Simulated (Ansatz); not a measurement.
Rows from a G0W0 calculation on BaTiO3 (P4mm) (Ansatz 0.2.0; G0W0 on r2SCAN, plane waves, PAW; 4×4×4 mesh, 509 empty bands, screening to 230 eV, plasmon pole), in eV. Spin-orbit coupling is left out.

The database entry behind the starting cell differs from later determinations by our own check (c/a about 0.6 % short), so it need not match the best structure at ambient conditions.

```csv
row,k,band,start,Σx,Σc at the solution,Vxc
A,Γ,c1,12.171,-12.525,-6.596,-20.019
B,Γ,v1,9.737,-25.785,4.094,-21.553
C,Γ,c2,12.374,-12.958,-6.325,-20.217
D,"(-0.500, -0.500, -0.500)",c1,14.528,-14.604,-7.513,-23.316
E,"(-0.500, -0.500, -0.500)",v1,9.993,-25.933,4.588,-21.243
F,"(-0.500, -0.500, -0.500)",v2,9.907,-25.897,4.558,-21.221
```

Question: Give the quasiparticle energies and the shift of each level.

The quasiparticle equation reads E = start + Σx + Σc(E) − Vxc.

```csv
row,E (eV),shift (eV)
A,13.068,+0.898
B,9.600,−0.137
C,13.308,+0.934
D,15.727,+1.198
E,9.892,−0.102
F,9.788,−0.119
```

The gap over the computed points goes from 2.18 eV to 3.18 eV.

Limits: not at the basis limit; no spin-orbit coupling; coarse k mesh.

[Paths, hosts, dates, memory and timing lines, banners, echoed tables and standing remarks are left out of the program output.]

[Logs are printed without paths, hosts, clocks, repeated set-up lines and the standing remarks that a program may print on its own settings, such as how far it seeks lower states.]

[Runs of the session that timed out or met a known fault of the program may be left out.]

[Cells called generated may have been cut or substituted from an entry of the Crystallography Open Database or the Materials Project.]

[Hosts, paths, dates, database ids (printed as entryN), source tags and the programs' standing remarks are cut or masked in the printed files.]
